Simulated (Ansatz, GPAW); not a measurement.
# An Al chain with one Cl atom in line: transmission at several levels, part 2 of 2

Wanted: the zero-bias transmission of an Al chain with one Cl atom in line on a ladder of levels, with run times.

GPAW 26.7.0 and Ansatz 0.2.0; GPAW LCAO, PAW setups; Landauer transmission from Green's functions with principal layers (ASE), zero bias.

So far, transmission at the Fermi level (one spin): step 3 (GPAW, dzp) 1.63; step 4 (basis szp(dzp)) 1.62; step 5 (basis sz(dzp)) 1.57.

### Step 6. revPBE in the dzp basis: xc = "revPBE"

Back in the dzp basis, the functional changes from PBE to revPBE, to set the spread between functionals beside that between bases.

The input, run.py:

```python
import json
import numpy as np
from ase import Atoms
from ase.transport.calculators import TransportCalculator
from gpaw import GPAW, FermiDirac
from gpaw.lcao.tools import get_lcao_hamiltonian
from scipy.linalg import eigh

# The junction with lead layers at both ends, along the third cell vector
device = Atoms(
    ['Al', 'Al', 'Al', 'Al', 'Al', 'Al', 'Cl', 'Al', 'Al', 'Al', 'Al', 'Al', 'Al'],
    positions=[
        [4.50000, 4.50000, 1.20000],
        [4.50000, 4.50000, 3.60000],
        [4.50000, 4.50000, 6.00000],
        [4.50000, 4.50000, 8.40000],
        [4.50000, 4.50000, 10.80000],
        [4.50000, 4.50000, 13.20000],
        [4.50000, 4.50000, 15.23050],
        [4.50000, 4.50000, 17.26100],
        [4.50000, 4.50000, 19.66100],
        [4.50000, 4.50000, 22.06100],
        [4.50000, 4.50000, 24.46100],
        [4.50000, 4.50000, 26.86100],
        [4.50000, 4.50000, 29.26100]],
    cell=[[9.0, 0.0, 0.0], [0.0, 9.0, 0.0], [0.0, 0.0, 30.461]],
    pbc=True)

# One principal layer of the lead: the first 4 atoms of the device
lead = Atoms(
    ['Al', 'Al', 'Al', 'Al'],
    positions=[
        [4.50000, 4.50000, 1.20000],
        [4.50000, 4.50000, 3.60000],
        [4.50000, 4.50000, 6.00000],
        [4.50000, 4.50000, 8.40000]],
    cell=[[9.0, 0.0, 0.0], [0.0, 9.0, 0.0], [0.0, 0.0, 9.6]],
    pbc=True)

settings = dict(mode='lcao', basis='dzp', xc='revPBE', h=0.2,
                occupations=FermiDirac(0.1), maxiter=250,
                mixer=dict(beta=0.1, nmaxold=8, weight=100.0),
                convergence=dict(density=0.0001))
energies = np.arange(-2, 2 + 1e-9, 0.05)
eta = 0.0001
n1, n2 = 1, 1
# k and -k transmit alike, so half of the mesh across the current serves
mesh = [(i, j) for i in range(n1) for j in range(n2) if (i, j) <= (-i % n1, -j % n2)]
weights = np.array([1 if (i, j) == (-i % n1, -j % n2) else 2 for i, j in mesh]) / (n1 * n2)

# [... helper functions left out ...]
fermi_lead = ground_state(lead, (1, 1, 12), 'lead.txt')
fermi_device = ground_state(device, (1, 1, 3), 'device.txt')
# [... loop over the mesh left out, but for ...]
        # Shift the lead onto the potential of the device's first layer
        shift = ((H[:, 0, 0] - H0[:, 0, 0]) / S0[0, 0]).real.mean()
# [...]
kT = 8.617333e-5 * 500
bias = [0.1, 0.2, 0.5, 1.0, 1.5, 2.0]
# [... integrals and printing left out ...]
```

On the command line:

```sh
$ OMP_NUM_THREADS=1 OPENBLAS_NUM_THREADS=2 python run.py
```

Output:

```text
basis functions: device 169, principal layer 52
Fermi level: lead -3.0756 eV, device -2.9186 eV; lead shifted by -0.0076 eV
largest coupling past the next layer 1.20e-15 eV, largest misfit of the first layer 0.047 eV
  E-E_F (eV)   T (one spin)  [channel counts left out]
    -2.000    9.2889e-02
    -1.950    8.7833e-02
    -1.900    8.2592e-02
[...]
1.950    1.5712e+00
     2.000    1.5638e+00
conductance at 500 K: 1.6066 G0 a cell; thermopower 2.985 uV/K
current from the zero-bias T(E) at 0.1 V: 12.433 uA
current from the zero-bias T(E) at 0.2 V: 24.781 uA
current from the zero-bias T(E) at 0.5 V: 60.746 uA
current from the zero-bias T(E) at 1.0 V: 105.75 uA
current from the zero-bias T(E) at 1.5 V: 128.56 uA
current from the zero-bias T(E) at 2.0 V: 151.55 uA
```

Elapsed: 38 s, on 2 threads of Arm Neoverse V2, shared host; peak memory 1 GiB.

Numbers from this step:

```yaml
conductance: 1.607 G₀
thermopower: 2.985 μV/K
largest_coupling_past_the_next_principal_layer: 1.20e-15 eV
largest_misfit_of_the_first_principal_layer: 0.04650 eV
shift_that_aligns_the_lead: -0.007583 eV
basis_functions_of_the_junction: 169
basis_functions_of_a_principal_layer: 52
transmission_at_the_fermi_level_one_spin: 1.623
```

One spin. Transmission, zone mean against energy, zero at the Fermi level:

```
energy (eV)  transmission, zone mean
      -2.00                   0.0929
      -1.90                   0.0826
      -1.80                   0.0715
      -1.70                   0.0595
      -1.55                   0.0395
      -1.45                   0.0245
      -1.35                  0.00781
      -1.25                   1.2e-9
      -1.15                  1.6e-10
      -1.05                  5.8e-11
      -0.90                  2.6e-11
      -0.80                  2.0e-11
      -0.70                  1.6e-11
      -0.60                  1.5e-11
      -0.50                  6.2e-11
      -0.40                     1.93
      -0.25                     1.61
      -0.15                     1.62
      -0.05                     1.64
       0.00                     1.62
       0.05                     1.60
       0.15                     1.51
       0.25                     1.40
       0.40                     1.26
       0.50                     1.19
       0.60                     1.15
       0.70                     1.12
       0.80                     1.10
       0.90                     1.09
       1.05                     1.69
       1.15                     1.72
       1.25                     1.70
       1.35                     1.68
       1.45                     1.66
       1.55                     1.64
       1.70                     1.61
       1.80                     1.59
       1.90                     1.58
       2.00                     1.56
```

The conductance, 1.61 G₀, lies 0.3 % below that of the dzp run.

### Step 7. All levels side by side

Times are for 2 threads of Arm Neoverse V2, shared host. The runs compared:

```
no.         run  conductance (G₀)  time  memory (GiB)
  1         dzp             1.611  39 s           1.0
  2         szp             1.599  31 s             1
  3          sz             1.548  21 s           0.9
  4  dzp revPBE             1.607  38 s           1.0
```

### Step 8. The levels side by side

The curves are compared point by point over the common energies.

This step: comparison of transmission and cost over codes and levels (GPAW 26.7.0).

Ladder, by row:

```
      step  code  T at the Fermi level (sum over the listed spins)  conductance (G0)  r.m.s. T(E) from the first  wall time (s)  peak memory (GiB)  threads
       dzp  GPAW                                             1.627             1.611                           0          39.24               1.02        2
       szp  GPAW                                             1.616             1.599                      0.2688          31.39                  1        2
        sz  GPAW                                             1.566             1.548                      0.3301          21.01                0.9        2
dzp-revPBE  GPAW                                             1.623             1.607                     0.07857          37.88               1.02        2
```

The transmission, zone mean, sum over the listed spins by energy, zero at the Fermi level:

```
energy (eV)      dzp      szp       sz  dzp-revPBE
    -2.0000   0.0988   0.0933   0.0456      0.0929
    -1.7500   0.0706   0.0628  0.00699      0.0656
    -1.5000   0.0354   0.0227  5.8e-11      0.0322
    -1.2500   1.5e-9  2.3e-10  9.7e-12      1.2e-9
    -1.0000  4.9e-11  2.5e-11  5.1e-12     4.1e-11
    -0.7500  2.1e-11  1.3e-11  5.6e-12     1.8e-11
    -0.5000  5.2e-11  1.8e-11  4.3e-11     6.2e-11
    -0.4000     1.92   7.1e-9   4.3e-5        1.93
    -0.3500     1.72     1.69     1.44        1.79
    -0.2500     1.60     1.56     1.50        1.61
    -0.1000     1.64     1.63     1.63        1.64
     0.0000     1.63     1.62     1.57        1.62
     0.2500     1.41     1.41     1.26        1.40
     0.5000     1.21     1.22     1.02        1.19
     0.7000     1.13     1.15     1.89        1.12
     0.7500     1.12     1.14     1.84        1.11
     0.8000     1.11     1.96     1.79        1.10
     1.0000     1.79     1.87     1.61        1.56
     1.0500     1.80     1.85     1.58        1.69
     1.1500     1.77     1.81     1.53        1.72
     1.2500     1.75     1.78     1.48        1.70
     1.5000     1.68     1.72     1.37        1.65
     1.7500     1.63     1.67     1.28        1.60
     2.0000     1.59     1.63     1.18        1.56
```

### Step 9. Potential alignment off

Without the shift, lead and junction are matched by their Fermi levels alone.

This step: GPAW LCAO, PAW setups; Landauer transmission from Green's functions with principal layers (ASE), zero bias (GPAW 26.7.0).

Changes to run.py since step 6:

```diff
@@ -39,3 +39,3 @@
 
-settings = dict(mode='lcao', basis='dzp', xc='revPBE', h=0.2,
+settings = dict(mode='lcao', basis='dzp', xc='PBE', h=0.2,
                 occupations=FermiDirac(0.1), maxiter=250,
@@ -54,4 +54,4 @@
 # [... loop over the mesh left out, but for ...]
-        # Shift the lead onto the potential of the device's first layer
-        shift = ((H[:, 0, 0] - H0[:, 0, 0]) / S0[0, 0]).real.mean()
+        # Lead and device are aligned by their Fermi levels alone
+        shift = 0.0
 # [...]
```

Output:

```text
basis functions: device 169, principal layer 52
Fermi level: lead -3.1259 eV, device -2.9678 eV; lead shifted by 0.0000 eV
largest coupling past the next layer 1.42e-15 eV, largest misfit of the first layer 0.049 eV
  E-E_F (eV)   T (one spin)  [channel counts left out]
    -2.000    9.8599e-02
    -1.950    9.3310e-02
    -1.900    8.7814e-02
    -1.850    8.2103e-02
    -1.800    7.6167e-02
    -1.750    6.9995e-02
    -1.700    6.3573e-02
    -1.650    5.6885e-02
    -1.600    4.9912e-02
    -1.550    4.2632e-02
    -1.500    3.5018e-02
    -1.450    2.7038e-02
    -1.400    1.8655e-02
    -1.350    9.8246e-03
    -1.300    4.9967e-04
    -1.250    1.8071e-09
[...]
1.650    1.6543e+00
     1.700    1.6440e+00
     1.750    1.6339e+00
     1.800    1.6242e+00
     1.850    1.6148e+00
     1.900    1.6058e+00
     1.950    1.5970e+00
     2.000    1.5884e+00
conductance at 500 K: 1.6096 G0 a cell; thermopower 3.173 uV/K
current from the zero-bias T(E) at 0.1 V: 12.457 uA
current from the zero-bias T(E) at 0.2 V: 24.83 uA
current from the zero-bias T(E) at 0.5 V: 60.513 uA
current from the zero-bias T(E) at 1.0 V: 99.7 uA
current from the zero-bias T(E) at 1.5 V: 122.48 uA
current from the zero-bias T(E) at 2.0 V: 147.72 uA
```

Elapsed: 39 s, on 2 threads; peak memory 1 GiB.

This step gave:

```yaml
conductance: 1.610 G₀
thermopower: 3.173 μV/K
largest_coupling_past_the_next_principal_layer: 1.42e-15 eV
largest_misfit_of_the_first_principal_layer: 0.04873 eV
shift_that_aligns_the_lead: 0 eV
transmission_at_the_fermi_level_one_spin: 1.624
```

One spin. Table of transmission, zone mean by energy, zero at the Fermi level:

energy (eV), transmission, zone mean and a bar:
```
    -2.00       0.10 ##
    -1.85       0.08 #
    -1.70       0.06 #
    -1.60       0.05 #
    -1.45       0.03 
    -1.30       0.00 
    -1.15       0.00 
    -1.05       0.00 
    -0.90       0.00 
    -0.75       0.00 
    -0.60       0.00 
    -0.50       0.00 
    -0.35       1.69 ############################
    -0.20       1.62 ###########################
    -0.05       1.64 ############################
     0.00       1.62 ###########################
     0.05       1.59 ###########################
     0.20       1.46 #########################
     0.35       1.32 ######################
     0.50       1.21 ####################
     0.60       1.16 ####################
     0.75       1.12 ###################
     0.90       1.10 ###################
     1.05       1.78 ##############################
     1.15       1.77 ##############################
     1.30       1.73 #############################
     1.45       1.70 #############################
     1.60       1.67 ############################
     1.70       1.64 ############################
     1.85       1.61 ###########################
     2.00       1.59 ###########################
```

Not self-consistent under bias; the bias window is split evenly. Table of current through one cell, from the zero-bias transmission by bias:

```
bias (V)  current through one cell, from the zero-bias transmission (μA)
   0.100                                                            12.5
   0.200                                                            24.8
   0.500                                                            60.5
   1.000                                                            99.7
   1.500                                                             122
   2.000                                                             148
```

Table of transmission of the three most open eigenchannels by energy, zero at the Fermi level:

| energy (eV) | channel 1 | channel 2 | channel 3 |
| --- | --- | --- | --- |
| -2.00 | 0.0986 | 8.9e-12 | 0 |
| -1.90 | 0.0878 | 8.8e-12 | 0 |
| -1.80 | 0.0762 | 8.6e-12 | 0 |
| -1.70 | 0.0636 | 8.4e-12 | 0 |
| -1.55 | 0.0426 | 8.2e-12 | 0 |
| -1.45 | 0.0270 | 8.0e-12 | 0 |
| -1.35 | 0.00982 | 7.8e-12 | 0 |
| -1.25 | 1.8e-9 | 7.7e-12 | 0 |
| -1.15 | 1.9e-10 | 7.6e-12 | 0 |
| -1.05 | 6.3e-11 | 7.6e-12 | 0 |
| -0.90 | 2.3e-11 | 8.3e-12 | 0 |
| -0.80 | 1.2e-11 | 1.2e-11 | 0 |
| -0.70 | 9.8e-12 | 9.8e-12 | 0 |
| -0.60 | 9.1e-12 | 9.1e-12 | 0 |
| -0.50 | 1.5e-11 | 1.5e-11 | 9.2e-12 |
| -0.40 | 0.00204 | 0.00204 | 1.0e-11 |
| -0.25 | 0.795 | 0.795 | 1.7e-11 |
| -0.15 | 0.820 | 0.820 | 5.3e-11 |
| -0.05 | 0.822 | 0.822 | 2.0e-10 |
| 0.00 | 0.812 | 0.812 | 5.6e-10 |
| 0.05 | 0.797 | 0.797 | 3.1e-9 |
| 0.15 | 0.755 | 0.755 | 2.6e-9 |
| 0.25 | 0.707 | 0.707 | 5.3e-10 |
| 0.40 | 0.641 | 0.641 | 3.4e-10 |
| 0.50 | 0.607 | 0.607 | 4.4e-10 |
| 0.60 | 0.582 | 0.582 | 8.3e-10 |
| 0.70 | 0.566 | 0.566 | 2.6e-9 |
| 0.80 | 0.555 | 0.555 | 2.0e-8 |
| 0.90 | 0.549 | 0.549 | 1.7e-5 |
| 1.05 | 0.688 | 0.545 | 0.545 |
| 1.15 | 0.680 | 0.544 | 0.544 |
| 1.25 | 0.660 | 0.543 | 0.543 |
| 1.35 | 0.639 | 0.542 | 0.542 |
| 1.45 | 0.618 | 0.540 | 0.540 |
| 1.55 | 0.598 | 0.539 | 0.539 |
| 1.70 | 0.572 | 0.536 | 0.536 |
| 1.80 | 0.556 | 0.534 | 0.534 |
| 1.90 | 0.541 | 0.532 | 0.532 |
| 2.00 | 0.530 | 0.530 | 0.528 |

The conductance equals that of the dzp run to 0.2 %.

### Step 10. A second varied run

A last run, with other settings again.

Changes to run.py since step 9:

```diff
@@ -28,11 +28,9 @@
 
-# One principal layer of the lead: the first 4 atoms of the device
+# One principal layer of the lead: the first 2 atoms of the device
 lead = Atoms(
-    ['Al', 'Al', 'Al', 'Al'],
+    ['Al', 'Al'],
     positions=[
         [4.50000, 4.50000, 1.20000],
-        [4.50000, 4.50000, 3.60000],
-        [4.50000, 4.50000, 6.00000],
-        [4.50000, 4.50000, 8.40000]],
-    cell=[[9.0, 0.0, 0.0], [0.0, 9.0, 0.0], [0.0, 0.0, 9.6]],
+        [4.50000, 4.50000, 3.60000]],
+    cell=[[9.0, 0.0, 0.0], [0.0, 9.0, 0.0], [0.0, 0.0, 4.8]],
     pbc=True)
@@ -40,3 +38,3 @@
 settings = dict(mode='lcao', basis='dzp', xc='PBE', h=0.2,
-                occupations=FermiDirac(0.1), maxiter=250,
+                occupations=FermiDirac(0.1), maxiter=60,
                 mixer=dict(beta=0.1, nmaxold=8, weight=100.0),
@@ -54,4 +52,4 @@
 # [... loop over the mesh left out, but for ...]
-        # Lead and device are aligned by their Fermi levels alone
-        shift = 0.0
+        # Shift the lead onto the potential of the device's first layer
+        shift = ((H[:, 0, 0] - H0[:, 0, 0]) / S0[0, 0]).real.mean()
 # [...]
```

Output:

```text
basis functions: device 169, principal layer 26
Fermi level: lead -3.1266 eV, device -2.9678 eV; lead shifted by -0.0063 eV
largest coupling past the next layer 8.71e-02 eV, largest misfit of the first layer 0.009 eV
  E-E_F (eV)   T (one spin)  [channel counts left out]
    -2.000    1.6449e-06
    -1.950    3.5540e-02
    -1.900    6.3183e-02
    -1.850    6.9749e-02
    -1.800    6.9750e-02
    -1.750    6.6914e-02
    -1.700    6.2554e-02
    -1.650    5.7220e-02
    -1.600    5.1166e-02
    -1.550    4.4509e-02
    -1.500    3.7301e-02
    -1.450    2.9550e-02
    -1.400    2.1242e-02
    -1.350    1.2338e-02
    -1.300    2.7815e-03
    -1.250    2.0621e-03
[...]
1.650    1.6431e+00
     1.700    1.6371e+00
     1.750    1.6313e+00
     1.800    1.6256e+00
     1.850    1.6200e+00
     1.900    1.6143e+00
     1.950    1.6085e+00
     2.000    1.6025e+00
conductance at 500 K: 1.616 G0 a cell; thermopower 2.272 uV/K
current from the zero-bias T(E) at 0.1 V: 12.506 uA
current from the zero-bias T(E) at 0.2 V: 24.926 uA
current from the zero-bias T(E) at 0.5 V: 61.007 uA
current from the zero-bias T(E) at 1.0 V: 106.58 uA
current from the zero-bias T(E) at 1.5 V: 129.64 uA
current from the zero-bias T(E) at 2.0 V: 155.06 uA
```

Wall time 35 s (2 threads); peak memory 0.97 GiB.

The run finished. A setting was moved off its sound value on purpose, so it serves as a test and not as the result.

The fault put into the input: a principal layer shorter than the orbitals' reach (n_lead = 2 and period = 4.8).

Side by side:

```
                                           quantity    this run   sound run  difference
                                   conductance (G₀)      1.6160      1.6109     0.00504
                                 thermopower (μV/K)      2.2724      2.7644      -0.492
largest coupling past the next principal layer (eV)    0.087053   1.422e-15      0.0871
   largest misfit of the first principal layer (eV)   0.0094139    0.043192     -0.0338
                    shift that aligns the lead (eV)  -0.0063139  -0.0054902     -8.2e-4
               basis functions of a principal layer          26          52         -26
         transmission at the Fermi level (one spin)      1.6315      1.6269     0.00456
```

The two runs differ clearly in the thermopower: 2.27 μV/K against 2.76 μV/K.

### Step 11. Results

```yaml
conductance: 1.61 G₀
transmission_at_the_fermi_level_mean_of_the_spins: 1.63
thermopower: 2.76 μV/K
```

**Reading.** In the dzp basis the junction conducts 1.61 G₀ at 500 K, with T = 1.63 a spin at the Fermi level; the sz basis reaches that conductance within 10 %. At the Fermi level two eigenchannels carry the current (0.81 and 0.81). Measured against the first run (dzp), the nearest curve is that of dzp-revPBE (r.m.s. 0.079) and the farthest that of sz (0.33). Over the compared runs wall time goes from 21 s (sz) to 39 s (dzp), on a shared host. The geometry was built from estimated bond lengths and not relaxed, so the numbers describe this model structure. The run had no spin polarisation, so a magnetic state, which chains and small molecules with open shells often have, wasn't tested. An evenly spaced straight chain is an idealisation: free chains tend to dimerise, zigzag or, where a band edge lies near the Fermi level, turn magnetic. The currents use the zero-bias T(E) throughout, which holds only while the bias is small against the distance to the nearest feature.

[Logs are printed without paths, hosts, clocks, repeated set-up lines and the standing remarks that a program may print on its own settings, such as how far it seeks lower states.]

[Hosts, paths, dates, database ids (printed as entryN), source tags and the programs' standing remarks are cut or masked in the printed files.]
